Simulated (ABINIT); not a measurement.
An input for ABINIT 10.8.3 (ZnSe (Stilleite)):

```
acell 3*1.0 Angstrom
rprim 
  -0.000000000000 2.833800000000 2.833800000000
  2.833800000000 -0.000000000000 2.833800000000
  2.833800000000 2.833800000000 0.000000000000
ntypat 2
znucl 30 34
natom 2
typat 1 2
xred 
  0.000000000000 0.000000000000 0.000000000000
  0.250000000000 0.250000000000 0.250000000000
pp_dirpath "pseudos"
pseudos "Zn.upf, Se.upf"
ecut 48
ngkpt 4 4 4
nshiftk 1
shiftk 0 0 0
kptopt 1
chksymbreak 0
istwfk *1
occopt 1
irdwfk 1
optdriver 3
nband 95
ecuteps 5
inclvkb 2
awtr 1
symchi 1
irdqps 1
gwcalctyp 28
nqptdm 7
qptdm 
  0.2500000000 0.0000000000 0.0000000000
  0.5000000000 0.0000000000 0.0000000000
  0.2500000000 0.2500000000 0.0000000000
  0.5000000000 0.2500000000 0.0000000000
  -0.2500000000 0.2500000000 0.0000000000
  0.5000000000 0.5000000000 0.0000000000
  -0.2500000000 0.5000000000 0.2500000000
indata_prefix "in"
outdata_prefix "out"
tmpdata_prefix "tmp"
```

```sh
OMP_NUM_THREADS=1 mpirun -n 4 abinit run.abi > log; mrgscr < mrgscr.stdin
```

Q: How long will it take on 4 MPI ranks of Arm Neoverse V1, shared host, and how much memory?

It took 34 s; on shared hardware allow 17 s to 67 s. Peak host memory was 1.1 GiB.

[Paths, hosts, dates, memory and timing lines, banners, echoed tables and standing remarks are left out of the program output.]

[Logs are printed without paths, hosts, clocks, repeated set-up lines and the standing remarks that a program may print on its own settings, such as how far it seeks lower states.]

[Runs of the session that timed out or met a known fault of the program may be left out.]

[Hosts, paths, dates, database ids (printed as entryN), source tags and the programs' standing remarks are cut or masked in the printed files.]

[G0W0 gaps are taken among the corrected bands and points alone; a level outside them can change the order at an edge.]

[Where Ansatz stands beside ABINIT at settings called matched, ABINIT's density can come from a denser mesh and the files from another edition; pairs whose starting gaps differed by over 0.03 eV were left out, so agreement reads better than it is.]
